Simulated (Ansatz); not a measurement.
# How TiC (Fm-3m) expands on warming, part 3 of 3

How much does TiC expand with temperature?

Experimental results on record:
- heat capacity C_P per formula unit 33.9 J/mol/K near room temperature (given in “High-Throughput Prediction of Finite-Temperature Properties using the Quasi-Harmonic Approximation”, 2016, arXiv:1603.06924)

Ansatz 0.2.0; DFT PBEsol, scalar-relativistic, plane waves, PAW.

So far. Step 5 (Relaxing at another setting): The residual pressure is -0.0033 GPa, small enough for phonons. Step 6 (Phonons on strained cells): At 298 K the volume expansion is 17.4 × 10⁻⁶/K and B_T is 257 GPa. The relaxed cell has a = 4.293 Å (conventional setting).

The database entry behind the starting cell differs from later determinations by our own check (0.1 to 0.3 % short, probably kX units), so it need not match the best structure at ambient conditions.

**7. Phonons on strained cells, cutoff 487.2 eV, k-mesh 24×24×24**

Thermal expansion follows from how the free energy of the vibrations (and of the electrons in a metal) changes with strain, so the program makes strained cells, their phonons and a fit in one run.

Input file input.yaml:

```yaml
crystal:
  lattice:
    - [0.0, 2.1466238395, 2.1466238395]
    - [2.1466238395, 0.0, 2.1466238395]
    - [2.1466238395, 2.1466238395, 0.0]
  atoms:
    - { symbol: Ti, position: [0.0, 0.0, 0.0] }
    - { symbol: C, position: [0.5, 0.5, 0.5] }
kpoints:
  mp_grid: { grid: [24, 24, 24] }
hamiltonian:
  xc: pbesol
scf:
  occupations: { method: methfessel_paxton, width: 0.2 }
  lower_state_search: "off"
output:
  eigenvalues: true
phonons:
  method: dfpt
  qmesh: [4, 4, 4]
  temperatures: { t_max: 1200.0, t_step: 50 }
  thermal_expansion: {}
```

The run is started by

```bash
$ ansatz run input.yaml --threads 8 --pin off --max-ram 16384MiB --backend cpu --events-out ev --progress --plain --runs-dir out
```

Numbers of over 12 decimals in the logs are rounded to 6 here.

The program printed:

```text
The last accepted step is kept in <dir> (removed where the run ends without a failure and the disk answers)
Engine: ansatz 0.2.0, aarch64-unknown-linux-gnu
Pseudopotentials: kind: paw
Pseudopotential: Ti, paw, valence charge 12, recommended cutoff 420 eV (normal), Ti.paw.azcp
Pseudopotential: C, paw, valence charge 4, recommended cutoff 420 eV (normal), C.paw.azcp
Functional definition: PBEsol
  exchange = pbesol_x
  correlation = pbesol_c
Crystal: 2 atoms, lattice volume = 19.783 Å³
Basis set: ecut = 487.2 eV, 531 PW (Γ), exchange–correlation on 48×48×48 points (8 copies of the dense FFT grid, shifted against one another)
Bands: 12, of which v1, the nominal top of the filled ones, is band 8 counted from 1 (7 counted from 0)
Symmetry: 48 space group operations
Space group: Fm-3m (ITA 225), of the structure as read, at distance tolerance 2.7e-5 Å
k-points: 413 of 13824
Non-local potential: Ti, projectors of the file, l = 0: 3, l = 1: 2, l = 2: 3, l = 3: 1
Non-local potential: C, projectors of the file, l = 0: 2, l = 1: 2, l = 2: 1
PAW form: soft (Blöchl's): semilocal exchange-correlation on the pseudo side does not see the compensation charge
PAW frozen core: Ti, regenerated for the run's functional, and the local potential with it (the file was generated under x = pbe(κ = 0.804, μ = 0.219515), c = pbe(β = 0.066725))
PAW frozen core: C, regenerated for the run's functional, and the local potential with it (the file was generated under x = pbe(κ = 0.804, μ = 0.219515), c = pbe(β = 0.066725))
PAW one-centre angular grid: Ti, 590 points (default); XC on 64 Gauss nodes
PAW one-centre angular grid: C, 110 points (default); XC on 64 Gauss nodes
Initial density: superposition of atomic densities (neutral atoms: chi_scale 0, normalization atom), corrected by the library's trained network
Initial wavefunctions: pseudopotential atomic-orbital guess
Functional: x = pbesol(κ = 0.804, μ = 0.123457), c = pbesol(β = 0.046)
SCF iter   1: F=—  HF=-2722.428407 eV  |F-HF|=—  |Δ(HF+E_count)|=         —  Δρ=1.04e-2  dr2=2.38e-2  ethr=1.77e-3  ⟨swp⟩=4.4  Hψ=24605  notcnv=0
preconditioner: auto → none  [metal: Δε(μ)=0.034 eV  Ē_g=8.027 eV  σ=0.200 eV  W_gap=0.14  n_scr=8 (ndim 8)  ℏωp=23.6 eV  f_vac=0.000  D(μ)=0.30/eV (n_scr^D=0)  sad-step TF]
SCF iter   2: F=—  HF=-2722.424858 eV  |F-HF|=—  |Δ(HF+E_count)|=   3.55e-3  S|Δr|=    0.00e0  Δρ=6.90e-3  dr2=1.17e-2  ethr=1.49e-4  ⟨swp⟩=1.0  Hψ=8260  notcnv=0
SCF iter   3: F=—  HF=-2722.422514 eV  |F-HF|=—  |Δ(HF+E_count)|=   2.34e-3  S|Δr|=    0.00e0  Δρ=6.24e-4  dr2=4.53e-5  ethr=7.34e-5  ⟨swp⟩=2.1  Hψ=6020  notcnv=0
SCF iter   4: F=—  HF=-2722.422498 eV  |F-HF|=—  |Δ(HF+E_count)|=   1.60e-5  S|Δr|=    0.00e0  Δρ=1.15e-4  dr2=1.13e-6  ethr=2.83e-7  ⟨swp⟩=2.2  Hψ=8171  notcnv=0
[...]
relax step   1: F+E_penalty+E_count = -2722.42249701 eV  Δ(F+E_penalty+E_count) = +0.000e0 eV  max|allowed force component| = 3.287e-30 eV/Å  Δτ_max = 0.0000 Å  (7 SCF iters, accepted)
SCF converged after 7 iterations
Stability not checked: this state was not tested for a lower state beside it, because cold or Methfessel-Paxton smearing, or corrected tetrahedra, fill the levels in a way that the test cannot read (fill_not_monotonic; see scf.lower_state_search)
Free energy (F): -2722.422497 eV
Harris-Foulkes:  -2722.422497 eV  (|F-HF|=9.09e-13)
Internal energy: -2722.422508 eV  (E = F + TS)
E sigma→0 (E₀):  -2722.422500 eV
Entropy (-TS):   0.000011 eV (0.006 meV/atom)
Fermi energy:    15.041708 eV
--- Per-component energies (eV) ---
  E_band       = -103.789365
  E_kinetic    = 363.207992
  E_local      = -759.572182  (includes V_loc(G=0)·N_el)
  E_nonlocal   = 33.402930
  E_hartree    = 309.156177
  E_xc         = -146.725684
  E_vxc        = -183.952712  (∫ρ·V_xc dr)
  E_paw        = -1116.394824  (= ΣΔE_a)
  E_vpaw       = -175.187878  (= ΣTr[D̂ρ^β])
  E_aug_tail   = 0.000122  (compensation charges beyond the density's cutoff)
  E_ewald      = -1405.657524
  E_core_change = 0.160485  (= ΣΔE_core)
  E_smearing   = 0.000011  (= −TS)
  E_closure    = 0.000000  (closes the sum)
  Σ components = -2722.422497   (vs F -2722.422497, Δ=0.00e0)
--- Forces (eV/Å), atoms counted from 1 ---
  atom   1  Ti    -0.00000000    -0.00000000    -0.00000000
  atom   2  C      0.00000000    -0.00000000    -0.00000000
  max |Σ_I F_I| component: 4.47e-30 eV/Å
--- Stress (GPa, compression-positive) ---
       -0.023641      -0.000000       0.000000
       -0.000000      -0.023641      -0.000000
       -0.000000      -0.000000      -0.023641
  P = ⅓ Tr σ = -0.0236 GPa (-0.236 kbar)
--- Band table (eV; the first three rows and the last of 413) ---
  k-point 0: bands = [... 4 lower, 2.5441, 15.7185, 15.7185, 15.7185, 16.7752, 16.7752, 16.7752, 16.8368]
  k-point 1: bands = [... 4 lower, 2.5854, 15.4965, 15.6611, 15.6611, 16.2399, 16.2399, 16.9044, 17.4901]
  k-point 2: bands = [... 4 lower, 2.7080, 14.9984, 15.2911, 15.2911, 16.0681, 16.0681, 17.1381, 18.2112]
  k-point 412: bands = [... 4 lower, 5.5114, 11.8276, 11.8276, 12.2713, 17.9294, 17.9294, 18.7164, 20.4496]
── thermal expansion: 3 new cells, 3 in all ──
thermal expansion: relaxation of cell 2
thermal expansion: relaxation of cell 3
── thermal expansion: 2 new cells, 5 in all ──
thermal expansion: relaxation of cell 4
thermal expansion: electrons of cell 4
thermal expansion: phonons of cell 4
thermal expansion: relaxation of cell 5
thermal expansion: electrons of cell 1
thermal expansion: electrons of cell 2
thermal expansion: electrons of cell 3
thermal expansion: electrons of cell 5
thermal expansion: phonons of cell 5
── thermal expansion: 5 new cells, 10 in all ──
thermal expansion: relaxation of cell 6
thermal expansion: relaxation of cell 7
thermal expansion: relaxation of cell 8
thermal expansion: relaxation of cell 9
thermal expansion: relaxation of cell 10
thermal expansion: electrons of cell 6
thermal expansion: electrons of cell 7
thermal expansion: electrons of cell 8
thermal expansion: electrons of cell 9
thermal expansion: electrons of cell 10
thermal expansion: phonons of cell 6
thermal expansion: phonons of cell 7
```

The job ended after 29 min (8 threads of Arm Neoverse V2, shared host; peak memory 9.6 GiB).

The run was cut off at its time limit.

**8. The quasi-harmonic study, cutoff 487.2 eV, k-mesh 18×18×18**

The study relaxes the crystal at several strains, solves the phonons on some of them and minimises the free energy at each temperature (static energy, vibrations, the electrons in a metal, and PV under a set pressure); the q-mesh sets how far the force constants reach.

input.yaml, as its differences from that of step 7:

```diff
@@ -9,3 +9,3 @@
 kpoints:
-  mp_grid: { grid: [24, 24, 24] }
+  mp_grid: { grid: [18, 18, 18] }
 hamiltonian:
@@ -19,3 +19,3 @@
   method: dfpt
-  qmesh: [4, 4, 4]
+  qmesh: [6, 6, 6]
   temperatures: { t_max: 1200.0, t_step: 50 }
```

The program printed:

```text
The last accepted step is kept in <dir> (removed where the run ends without a failure and the disk answers)
Engine: ansatz 0.2.0, aarch64-unknown-linux-gnu
Pseudopotentials: kind: paw
Pseudopotential: Ti, paw, valence charge 12, recommended cutoff 420 eV (normal), Ti.paw.azcp
Pseudopotential: C, paw, valence charge 4, recommended cutoff 420 eV (normal), C.paw.azcp
Functional definition: PBEsol
  exchange = pbesol_x
  correlation = pbesol_c
Crystal: 2 atoms, lattice volume = 19.783 Å³
Basis set: ecut = 487.2 eV, 531 PW (Γ), exchange–correlation on 48×48×48 points (8 copies of the dense FFT grid, shifted against one another)
Bands: 12, of which v1, the nominal top of the filled ones, is band 8 counted from 1 (7 counted from 0)
Symmetry: 48 space group operations
Space group: Fm-3m (ITA 225), of the structure as read, at distance tolerance 2.7e-5 Å
k-points: 195 of 5832
Non-local potential: Ti, projectors of the file, l = 0: 3, l = 1: 2, l = 2: 3, l = 3: 1
Non-local potential: C, projectors of the file, l = 0: 2, l = 1: 2, l = 2: 1
PAW form: soft (Blöchl's): semilocal exchange-correlation on the pseudo side does not see the compensation charge
PAW frozen core: Ti, regenerated for the run's functional, and the local potential with it (the file was generated under x = pbe(κ = 0.804, μ = 0.219515), c = pbe(β = 0.066725))
PAW frozen core: C, regenerated for the run's functional, and the local potential with it (the file was generated under x = pbe(κ = 0.804, μ = 0.219515), c = pbe(β = 0.066725))
PAW one-centre angular grid: Ti, 590 points (default); XC on 64 Gauss nodes
PAW one-centre angular grid: C, 110 points (default); XC on 64 Gauss nodes
Initial density: superposition of atomic densities (neutral atoms: chi_scale 0, normalization atom), corrected by the library's trained network
Initial wavefunctions: pseudopotential atomic-orbital guess
Functional: x = pbesol(κ = 0.804, μ = 0.123457), c = pbesol(β = 0.046)
SCF iter   1: F=—  HF=-2722.428340 eV  |F-HF|=—  |Δ(HF+E_count)|=         —  Δρ=1.03e-2  dr2=2.37e-2  ethr=1.77e-3  ⟨swp⟩=4.4  Hψ=11593  notcnv=0
preconditioner: auto → none  [metal: Δε(μ)=0.054 eV  Ē_g=8.027 eV  σ=0.200 eV  W_gap=0.23  n_scr=8 (ndim 8)  ℏωp=23.6 eV  f_vac=0.000  D(μ)=0.32/eV (n_scr^D=0)  sad-step TF]
SCF iter   2: F=—  HF=-2722.424788 eV  |F-HF|=—  |Δ(HF+E_count)|=   3.55e-3  S|Δr|=    0.00e0  Δρ=6.88e-3  dr2=1.17e-2  ethr=1.48e-4  ⟨swp⟩=1.0  Hψ=3900  notcnv=0
SCF iter   3: F=—  HF=-2722.422461 eV  |F-HF|=—  |Δ(HF+E_count)|=   2.33e-3  S|Δr|=    0.00e0  Δρ=6.21e-4  dr2=4.38e-5  ethr=7.29e-5  ⟨swp⟩=2.0  Hψ=2828  notcnv=0
SCF iter   4: F=—  HF=-2722.422445 eV  |F-HF|=—  |Δ(HF+E_count)|=   1.65e-5  S|Δr|=    0.00e0  Δρ=1.15e-4  dr2=1.18e-6  ethr=2.74e-7  ⟨swp⟩=2.0  Hψ=3898  notcnv=0
[...]
SCF 1 converged in 7 iterations: F = -2722.422447 eV  dr2 = 2.66e-13
[...]
relax step   1: F+E_penalty+E_count = -2722.42244692 eV  Δ(F+E_penalty+E_count) = +0.000e0 eV  max|allowed force component| = 5.555e-30 eV/Å  Δτ_max = 0.0000 Å  (7 SCF iters, accepted)
SCF converged after 7 iterations
Stability not checked: this state was not tested for a lower state beside it, because cold or Methfessel-Paxton smearing, or corrected tetrahedra, fill the levels in a way that the test cannot read (fill_not_monotonic; see scf.lower_state_search)
Free energy (F): -2722.422447 eV
Harris-Foulkes:  -2722.422447 eV  (|F-HF|=0.00e0)
Internal energy: -2722.422319 eV  (E = F + TS)
E sigma→0 (E₀):  -2722.422415 eV
Entropy (-TS):   -0.000128 eV (-0.064 meV/atom)
Fermi energy:    15.043867 eV
Step filling:    the computed levels leave a gap of 0.0329 eV = 0.2 smearing widths at the electron count; against every level under it full and every level over it empty, smearing changes F+E_penalty+E_count by +2.93e-3 meV and its σ→0 estimate by +0.035 meV
--- Per-component energies (eV) ---
  E_band       = -103.793606
  E_kinetic    = 363.207326
  E_local      = -759.565399  (includes V_loc(G=0)·N_el)
  E_nonlocal   = 33.401308
  E_hartree    = 309.151042
  E_xc         = -146.725845
  E_vxc        = -183.952904  (∫ρ·V_xc dr)
  E_paw        = -1116.393834  (= ΣΔE_a)
  E_vpaw       = -175.186152  (= ΣTr[D̂ρ^β])
  E_aug_tail   = 0.000122  (compensation charges beyond the density's cutoff)
  E_ewald      = -1405.657524
  E_core_change = 0.160485  (= ΣΔE_core)
  E_smearing   = -0.000128  (= −TS)
  E_closure    = 0.000000  (closes the sum)
  Σ components = -2722.422447   (vs F -2722.422447, Δ=0.00e0)
--- Forces (eV/Å), atoms counted from 1 ---
  atom   1  Ti    -0.00000000     0.00000000     0.00000000
  atom   2  C      0.00000000    -0.00000000     0.00000000
  max |Σ_I F_I| component: 8.35e-30 eV/Å
--- Stress (GPa, compression-positive) ---
       -0.013340       0.000000      -0.000000
        0.000000      -0.013340      -0.000000
       -0.000000      -0.000000      -0.013340
  P = ⅓ Tr σ = -0.0133 GPa (-0.133 kbar)
--- Band table (eV; the first three rows and the last of 195) ---
  k-point 0: bands = [... 4 lower, 2.5442, 15.7181, 15.7181, 15.7181, 16.7754, 16.7754, 16.7754, 16.8364]
  k-point 1: bands = [... 4 lower, 2.6175, 15.3502, 15.5812, 15.5812, 16.1287, 16.1287, 16.9800, 17.7274]
  k-point 2: bands = [... 4 lower, 2.8334, 14.5929, 14.9303, 14.9303, 16.1197, 16.1197, 17.2897, 18.7019]
  k-point 194: bands = [... 4 lower, 5.4888, 11.7443, 11.9349, 12.3359, 17.6242, 18.1813, 18.7158, 20.2561]
── thermal expansion: 3 new cells, 3 in all ──
thermal expansion: relaxation of cell 2
thermal expansion: relaxation of cell 3
── thermal expansion: 2 new cells, 5 in all ──
thermal expansion: relaxation of cell 4
thermal expansion: electrons of cell 4
thermal expansion: phonons of cell 4
thermal expansion: relaxation of cell 5
thermal expansion: electrons of cell 1
thermal expansion: electrons of cell 2
thermal expansion: electrons of cell 3
thermal expansion: electrons of cell 5
thermal expansion: phonons of cell 5
```

Elapsed: 16 min, on 8 threads; peak memory 4.3 GiB.

The run was cut off at its time limit.

**9. Results**

| Quantity | Value |
| --- | --- |
| settings of these figures | PBEsol, 550 eV, k 16×16×16, q 4×4×4 |
| volume expansion coefficient at 298 K | 17.38 1e-6/K |
| C_P at 298 K | 17.20 J/mol-atom/K |
| entropy at 298 K | 12.34 J/mol-atom/K |
| isothermal bulk modulus at 298 K | 257.3 GPa |
| Grüneisen parameter at 298 K | 1.577 |
| volume at 298 K | 9.990 Å³/atom |
| principal linear expansion coefficients at 298 K | 5.794, 5.794, 5.794 1e-6/K |

What this shows: Near room temperature TiC expands by 17.4 × 10⁻⁶/K in volume by PBEsol, with C_P = 17.2 J/(mol K) per mole of atoms and B_T = 257 GPa. C_P at room temperature is 69 % of the classical 3R an atom, so the stiffest modes are still partly frozen out. In this metal the study includes the electrons' free energy, which adds a term that grows with temperature, so the heat capacities need not level off at 3R. A measured heat capacity per formula unit near room temperature is 33.9 J/mol/K (arXiv:1603.06924); the calculated 34.4 J/mol/K differs by +1 %. The PAW files were made for PBE and are used here under another functional, for which the program regenerates the frozen cores.

[Logs are printed without paths, hosts, clocks, repeated set-up lines and the standing remarks that a program may print on its own settings, such as how far it seeks lower states.]

[Hosts, paths, dates, database ids (printed as entryN), source tags and the programs' standing remarks are cut or masked in the printed files.]

[A step with changed settings may run another functional than the one named; its input shows which.]
